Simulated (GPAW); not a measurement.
## CsCaF3 (Pm-3m): G0W0 on several meshes in GPAW

How does the mesh move the gap of CsCaF3 (Pm-3m)?

Main program and level: GPAW 26.7.0; LDA and many-body steps on it, plane waves.

## Step 1: Starting point

Symmetry: Pm-3m, No. 221, cubic system. The conventional cell has a = 4.521 Å, b = 4.521 Å, c = 4.521 Å, α = 90.00°, β = 90.00°, γ = 90.00°. Nearest to Cs lie 12 F at 3.20 Å. Nearest to Ca lie 6 F at 2.26 Å. Nearest to F lie 2 Ca at 2.26 Å and 4 Cs at 3.20 Å. Farther neighbours and most contacts between anions are not listed.

Coordinates:

```xyz
5
Lattice="4.5205 0.0000 0.0000 0.0000 4.5205 0.0000 0.0000 0.0000 4.5205" Properties=species:S:1:pos:R:3 pbc="T T T"
Cs    0.0000    0.0000    0.0000
Ca    2.2603    2.2603    2.2603
F     0.0000    2.2603    2.2603
F     2.2603    0.0000    2.2603
F     2.2603    2.2603    0.0000
```

The cell and positions are those that the Materials Project relaxed with its own functionals (PBE, PBE+U or r2SCAN), kept fixed. Spin-orbit coupling is left out unless a step names it.

## Step 2: Empty states on the mesh, 2×2×2 mesh, 320 bands

This step: GPAW 26.7.0; DFT, LDA, plane waves, PAW.

The sums over transitions need many empty states on a uniform mesh; this step solves for them.

run.py reads:

```python
import json
import numpy as np
from gpaw.mpi import world
from gpaw import GPAW

calc = GPAW('gs.gpw').fixed_density(kpts={'size': (2, 2, 2), 'gamma': True},
    parallel={'domain': 1, 'band': 1},
    txt='nscf.txt')
calc.diagonalize_full_hamiltonian(nbands=320)
calc.write('full.gpw', mode='all')
res = {}
kpts = calc.get_ibz_k_points()
res['kpts'] = kpts
res['eigenvalues'] = [calc.get_eigenvalues(kpt=k) for k in range(len(kpts))]
res['n_electrons'] = calc.get_number_of_electrons()

if world.rank == 0:
    with open('result.json', 'w') as f:
        json.dump(res, f, default=lambda x: x.tolist())
```

The run is started by

```
> mpirun -n 4 gpaw python run.py
```

Numbers of over 12 decimals in the logs are rounded to 6 here.

The log of the run:

```text
Diagonalizing LCAO Hamiltonian
Converting LCAO to pw mode
convergence criteria:
- Maximum integral of absolute [eigenst]ate change: 4e-08 eV^2 / valence electron
maximum number of iterations: 100

SCF iterations
|iter     |     time |      energy | eigst |  dens |
|iter:   1|  |             | +1.66 |       |
|iter:   2|  |             | +0.53 |       |
|iter:   3|  |             | -0.18 |       |
[...]
|iter:  35|  |             | -7.00 |       |
|iter:  36|  |             | -7.20 |       |
|iter:  37|  |             | -7.42c|       |
SCF steps: 37
  __  _  _
 | _ |_)|_||  |
 |__||  | ||/\| - 26.7.0

Input parameters:
  mode=PW(ecut=600.0),
  convergence={'density': 1e-06, 'bands': -3},
  gpts=array([27, 27, 27]),
  kpts=MonkhorstPack(size=(2, 2, 2), gamma=True),
  maxiter=100,
  nbands=28,
  occupations=Occupations(name='fermi-dirac', width=0.001, fixmagmom=False),
  parallel={'domain': 1, 'band': 1},
  xc=XC(name='LDA')
Matrix size: 3071x3071
# Writing to full.gpw (mode='all')
  [... matrices ...]

timing:  # [seconds]
  Total: 32.551  # ━━━━━━━━━━━━━━━━━━━━━━━━━━━━━━━━━━━━━━━━━━━━━━━━━━━━━━━━━━
```

The job ended after 42 s (4 MPI ranks of Arm Neoverse V1, shared host; peak memory 3.1 GiB; 2.8 min of CPU time).

This step gave:

```yaml
gap: 6.808 eV
k_of_the_valence_top: 0.5, 0.5, 0.5
k_of_the_conduction_bottom: 0, 0, 0
least_direct_gap: 6.833 eV
k_points_computed: 4
lowest_point_of_the_top_converged_band_above_the_valence_top: 122.3419 eV
```

On this mesh the gap is 6.808 eV.

## Step 3: 2×2×2

G0W0 replaces the xc potential by the self-energy, built once from these orbitals. Only a window of levels is corrected, while the sums run over the empty bands that the input names.

This step: G0W0 on LDA, plane waves, PAW.

run.py reads:

```python
import json
import numpy as np
from gpaw.mpi import world
from gpaw.response.g0w0 import G0W0

gw = G0W0('full.gpw',
    filename='gw',
    kpts=[0, 3],
    bands=(18, 22),
    ecut=39,
    nbands=51,
    integrate_gamma='WS',
    ppa=True)
gw.calculate()
res = {mode: {k: v for k, v in r.items() if k != 'sigma_eskwn'}
       for mode, r in gw.all_results.items()}

if world.rank == 0:
    with open('result.json', 'w') as f:
        json.dump(res, f, default=lambda x: x.tolist())
```

The run is started by

```
> mpirun -n 4 gpaw python run.py
```

The log of the run:

```text
Using integrator: PointIntegrator
FrequencyGridDescriptor(from 0.000+0.000j to 0.000+27.211j eV, 2 points)
Nonperiodic BCs:  [False False False]
Using integrator: PointIntegrator
FrequencyGridDescriptor(from 0.000+0.000j to 0.000+27.211j eV, 2 points)
Nonperiodic BCs:  [False False False]
  ___  _ _ _
 |   || | | |
 | | || | | |
 |__ ||_____|
 |___|

BZ k-points: Symmetries present (total): 48

  [... matrices ...]
8 k-points: 2 x 2 x 2 Monkhorst-Pack grid + [1/4,1/4,1/4]
4 k-points in the irreducible part of the Brillouin zone
       k-points in crystal coordinates                weights
   0:     0.00000000    0.00000000    0.00000000          1/8
   1:     0.50000000    0.00000000    0.00000000          3/8
   2:     0.50000000    0.50000000    0.00000000          3/8
   3:     0.50000000    0.50000000    0.50000000          1/8

Distributing spins, k-points and bands (1 x 2 x 4) over 4 processes
Number of blocks: 1

Quasi particle states:
k-points (IBZ indices): [0, 3]
Band range: (18, 22)
  [... matrices ...]
Computational parameters:
Plane wave cut-off: 39 eV
Number of bands: 51
Coulomb cutoff: None
Broadening: 0.1 eV

fxc modes: GW
Kernel: RPA
Using Godby-Needs plasmon-pole approximation:
  Fitting energy: i*E0, E0 = 1.000 Hartree
Summing all q:

Calculating screened Coulomb potential
No Coulomb truncation
FrequencyGridDescriptor(from 0.000+0.000j to 0.000+27.211j eV, 2 points)
Removing empty qpoint cache files...

Calculating chi0 body with:
    Ground state adapter containing:
    Number of spins: 1
    Number of kpoints: 8
    Number of irreducible kpoints: 4
    Number of completely occupied states: 20
    Number of partially occupied states: 20
    Occupied states memory: 6.006775 M / cpu

    Linear response parametrization:
    q_c: [0.0, 0.0, 0.0]
    Number of frequency points: 2
    Planewave cutoff: 39.0
    Number of bands: 51
    Number of planewaves: 57
    Broadening (eta): 1e-06
    comm.size: 4
    kncomm.size: 4
    blockcomm.size: 1

    Memory estimate of potentially large arrays:
        chi0_wGG: 0.099152 M / cpu
Integrating chi0 body.

Symmetries of q_c:
    Direct symmetries (Uq -> q): 48
    Indirect symmetries (TUq -> q): 0
In total 48 allowed symmetries.

  [... matrices ...]
4 groups of equivalent kpoints. 50.0% reduction.

Integral kind: response function
Integrating chi0 head and wings.

Symmetries of q_c:
    Direct symmetries (Uq -> q): 48
    Indirect symmetries (TUq -> q): 0
In total 48 allowed symmetries.

  [... matrices ...]
4 groups of equivalent kpoints. 50.0% reduction.

Integral kind: response function wings

Calculating chi0 body with:
    Ground state adapter containing:
    Number of spins: 1
    Number of kpoints: 8
    Number of irreducible kpoints: 4
    Number of completely occupied states: 20
    Number of partially occupied states: 20
    Occupied states memory: 6.006775 M / cpu

    Linear response parametrization:
[... the further q-points ...]

Results:
f:      Occupation numbers
eps:     KS-eigenvalues [eV]
vxc:     KS vxc [eV]
exx:     Exact exchange [eV]
sigma:   Self-energies [eV]
dsigma:  Self-energy derivatives
Z:       Renormalization factors
qp:      QP-energies [eV]

k-point 0 (0): (0.000, 0.000, 0.000)                GW
band       f     eps     vxc     exx   sigma  dsigma       Z      qp
                                                                   GW
  18   1.000   0.709 -23.530 -30.780   4.680  -0.240   0.807  -1.365
  19   1.000   0.709 -23.530 -30.780   4.680  -0.240   0.807  -1.365
  20   0.000   7.542 -10.990  -5.923  -2.751  -0.129   0.886   9.594
  21   0.000   8.728  -9.856  -4.835  -2.543  -0.128   0.887  10.925

k-point 1 (3): (0.500, 0.500, 0.500)                GW
band       f     eps     vxc     exx   sigma  dsigma       Z      qp
                                                                   GW
  18   1.000   0.734 -23.474 -30.963   4.792  -0.247   0.802  -1.430
  19   1.000   0.734 -23.474 -30.963   4.792  -0.247   0.802  -1.430
  20   0.000   9.519 -10.697  -5.515  -2.536  -0.129   0.886  11.862
  21   0.000   9.519 -10.697  -5.515  -2.538  -0.129   0.886  11.860
```

Wall time 7.6 s (4 MPI ranks); peak memory 1.1 GiB; 30 s of CPU time.

Numbers from this step:

```
G0W0 gap on the points computed              : 10.96 eV
least direct G0W0 gap on the computed points : 10.96 eV
Z at the valence top                         : 0.8068
Z at the conduction bottom                   : 0.8859
starting gap on the mesh                     : 6.808 eV
k of the valence top                         : 0, 0, 0
k of the conduction bottom                   : 0, 0, 0
```

The gap on the mesh goes from 6.81 eV to 10.96 eV, a correction of +4.15 eV.

## Step 4: Empty states on the mesh, 4×4×4 mesh, 61 bands

This step: DFT, LDA, plane waves, PAW.

run.py reads:

```python
import json
import numpy as np
from gpaw.mpi import world
from gpaw import GPAW

calc = GPAW('gs.gpw').fixed_density(kpts={'size': (4, 4, 4), 'gamma': True},
    nbands=71,
    convergence={'bands': 61},
    txt='nscf.txt')
calc.write('full.gpw', mode='all')
res = {}
kpts = calc.get_ibz_k_points()
res['kpts'] = kpts
res['eigenvalues'] = [calc.get_eigenvalues(kpt=k) for k in range(len(kpts))]
res['n_electrons'] = calc.get_number_of_electrons()

if world.rank == 0:
    with open('result.json', 'w') as f:
        json.dump(res, f, default=lambda x: x.tolist())
```

The run is started by

```
> mpirun -n 4 gpaw python run.py
```

The log of the run:

```text
Diagonalizing LCAO Hamiltonian
Converting LCAO to pw mode
convergence criteria:
- Maximum integral of absolute [eigenst]ate change: 4e-08 eV^2 / valence electron
maximum number of iterations: 100

SCF iterations
|iter     |     time |      energy | eigst |  dens |
|iter:   1|  |             | +3.60 |       |
|iter:   2|  |             | +2.27 |       |
|iter:   3|  |             | +1.08 |       |
[...]
|iter:  13|  |             | -6.70 |       |
|iter:  14|  |             | -7.22 |       |
|iter:  15|  |             | -7.59c|       |
SCF steps: 15
  __  _  _
 | _ |_)|_||  |
 |__||  | ||/\| - 26.7.0

Input parameters:
  mode=PW(ecut=600.0),
  convergence={'bands': 61},
  gpts=array([27, 27, 27]),
  kpts=MonkhorstPack(size=(4, 4, 4), gamma=True),
  maxiter=100,
  nbands=71,
  occupations=Occupations(name='fermi-dirac', width=0.001, fixmagmom=False),
  parallel={},
  xc=XC(name='LDA')
# Writing to full.gpw (mode='all')
  [... matrices ...]

timing:  # [seconds]
  Total: 0.064  # ━━━━━━━━━━━━━━━━━━━━━━━━━━━━━━━━━━━━━━━━━━━━━━━━━━━━━━━━━━━
```

Elapsed: 21 s, on 4 MPI ranks; peak memory 0.74 GiB; 82 s of CPU time.

Numbers from this step:

* gap: 6.808 eV
* k of the valence top: 0.5, 0.5, 0.5
* k of the conduction bottom: 0, 0, 0
* least direct gap: 6.833 eV
* k points computed: 10
* lowest point of the top converged band, above the valence top: 30.85 eV

On this mesh the gap is 6.808 eV.

## Step 5: 4×4×4

This step: G0W0 on LDA, plane waves, PAW.

run.py reads:

```python
import json
import numpy as np
from gpaw.mpi import world
from gpaw.response.g0w0 import G0W0

gw = G0W0('full.gpw',
    filename='gw',
    kpts=[0, 9],
    bands=(18, 22),
    ecut=39,
    nbands=51,
    integrate_gamma='WS',
    ppa=True)
gw.calculate()
res = {mode: {k: v for k, v in r.items() if k != 'sigma_eskwn'}
       for mode, r in gw.all_results.items()}

if world.rank == 0:
    with open('result.json', 'w') as f:
        json.dump(res, f, default=lambda x: x.tolist())
```

The run is started by

```
> mpirun -n 4 gpaw python run.py
```

The log of the run:

```text
Using integrator: PointIntegrator
FrequencyGridDescriptor(from 0.000+0.000j to 0.000+27.211j eV, 2 points)
Nonperiodic BCs:  [False False False]
Using integrator: PointIntegrator
FrequencyGridDescriptor(from 0.000+0.000j to 0.000+27.211j eV, 2 points)
Nonperiodic BCs:  [False False False]
  ___  _ _ _
 |   || | | |
 | | || | | |
 |__ ||_____|
 |___|

BZ k-points: Symmetries present (total): 48

  [... matrices ...]
64 k-points: 4 x 4 x 4 Monkhorst-Pack grid + [1/8,1/8,1/8]
10 k-points in the irreducible part of the Brillouin zone
       k-points in crystal coordinates                weights
   0:     0.00000000    0.00000000    0.00000000          1/64
   1:     0.25000000    0.00000000    0.00000000          6/64
   2:     0.25000000    0.25000000    0.00000000         12/64
[...]
8:     0.50000000    0.50000000    0.25000000          6/64
   9:     0.50000000    0.50000000    0.50000000          1/64

Distributing spins, k-points and bands (1 x 2 x 4) over 4 processes
Number of blocks: 1

Quasi particle states:
k-points (IBZ indices): [0, 9]
Band range: (18, 22)
  [... matrices ...]
Computational parameters:
Plane wave cut-off: 39 eV
Number of bands: 51
Coulomb cutoff: None
Broadening: 0.1 eV

fxc modes: GW
Kernel: RPA
Using Godby-Needs plasmon-pole approximation:
  Fitting energy: i*E0, E0 = 1.000 Hartree
Summing all q:

Calculating screened Coulomb potential
No Coulomb truncation
FrequencyGridDescriptor(from 0.000+0.000j to 0.000+27.211j eV, 2 points)
Removing empty qpoint cache files...

Calculating chi0 body with:
    Ground state adapter containing:
    Number of spins: 1
    Number of kpoints: 64
    Number of irreducible kpoints: 10
    Number of completely occupied states: 20
    Number of partially occupied states: 20
[...]
q_c: [0.0, 0.0, 0.0]
    Number of frequency points: 2
    Planewave cutoff: 39.0
    Number of bands: 51
    Number of planewaves: 57
    Broadening (eta): 1e-06
    comm.size: 4
    kncomm.size: 4
    blockcomm.size: 1

    Memory estimate of potentially large arrays:
        chi0_wGG: 0.099152 M / cpu
Integrating chi0 body.

Symmetries of q_c:
    Direct symmetries (Uq -> q): 48
    Indirect symmetries (TUq -> q): 0
In total 48 allowed symmetries.

  [... matrices ...]
10 groups of equivalent kpoints. 84.375% reduction.

Integral kind: response function
Integrating chi0 head and wings.

Symmetries of q_c:
    Direct symmetries (Uq -> q): 48
    Indirect symmetries (TUq -> q): 0
In total 48 allowed symmetries.

  [... matrices ...]
10 groups of equivalent kpoints. 84.375% reduction.

Integral kind: response function wings

Calculating chi0 body with:
    Ground state adapter containing:
    Number of spins: 1
    Number of kpoints: 64
    Number of irreducible kpoints: 10
    Number of completely occupied states: 20
    Number of partially occupied states: 20
    Occupied states memory: 6.006775 M / cpu

[... the further q-points ...]

Results:
f:      Occupation numbers
eps:     KS-eigenvalues [eV]
vxc:     KS vxc [eV]
exx:     Exact exchange [eV]
sigma:   Self-energies [eV]
dsigma:  Self-energy derivatives
Z:       Renormalization factors
qp:      QP-energies [eV]

k-point 0 (0): (0.000, 0.000, 0.000)                GW
band       f     eps     vxc     exx   sigma  dsigma       Z      qp
                                                                   GW
  18   1.000   0.709 -23.530 -30.735   4.603  -0.236   0.809  -1.396
  19   1.000   0.709 -23.530 -30.735   4.603  -0.236   0.809  -1.396
  20   0.000   7.542 -10.990  -5.985  -2.691  -0.126   0.888   9.597
[...]
k-point 1 (9): (0.500, 0.500, 0.500)                GW
band       f     eps     vxc     exx   sigma  dsigma       Z      qp
                                                                   GW
[...]
20   0.000   9.519 -10.697  -5.536  -2.519  -0.127   0.887  11.863
  21   0.000   9.519 -10.697  -5.536  -2.520  -0.127   0.887  11.862
```

It took 31 s on 4 MPI ranks; peak memory 1.6 GiB.

This step gave:

- G0W0 gap on the points computed: 10.99 eV
- least direct G0W0 gap on the computed points: 10.99 eV
- Z at the valence top: 0.8087
- Z at the conduction bottom: 0.8882
- starting gap on the mesh: 6.808 eV
- k of the valence top: 0, 0, 0
- k of the conduction bottom: 0, 0, 0

Against G0W0 in GPAW (2×2×2 mesh, 51 bands, screening to 39 eV, Godby-Needs plasmon pole), the gap moves by +0.035 eV.

## Step 6: The runs together

Times are wall times on 4 MPI ranks of Arm Neoverse V1, shared host, good to a factor of about two.

```csv
run,mesh,bands,screening cutoff (eV),DFT gap (eV),gap on the mesh (eV),direct (eV),time
2×2×2,2×2×2,51,39,6.808,10.959,10.959,7.6 s
4×4×4,4×4×4,51,39,6.808,10.994,10.994,31 s
```

## Step 7: What came out

```json
{
 "2×2×2": "10.959 eV",
 "4×4×4": "10.994 eV",
 "known limits": "not at the basis limit; no spin-orbit coupling; coarse k mesh"
}
```

4×4×4: +0.035 eV against 2×2×2. Bands and cutoff are finite, so the gap is not at the basis limit. The miss can reach some tenths of an eV and take either sign; the mesh is an error of its own. These stock PAW sets were not made for GW. In the G0W0 runs levels were corrected at 2 k points alone, so a gap called «on the mesh» is the least over those, and an edge elsewhere would be missed. The 2×2×2 mesh is coarse for this cell, which bears on the long-range parts of exchange and screening. Mesh or cutoff lie under what a gap needs, so these runs test behaviour and cost; their gaps are not to be quoted. This is the ideal cubic cell; many perovskites, halides above all, are cubic only on average, and local tilts or off-centring can widen the gap. The many-body steps are scalar-relativistic: spin-orbit coupling is not in them.

[Paths, hosts, dates, memory and timing lines, banners, echoed tables and standing remarks are left out of the program output.]

[Logs are printed without paths, hosts, clocks, repeated set-up lines and the standing remarks that a program may print on its own settings, such as how far it seeks lower states.]

[Runs of the session that timed out or met a known fault of the program may be left out.]

[Hosts, paths, dates, database ids (printed as entryN), source tags and the programs' standing remarks are cut or masked in the printed files.]
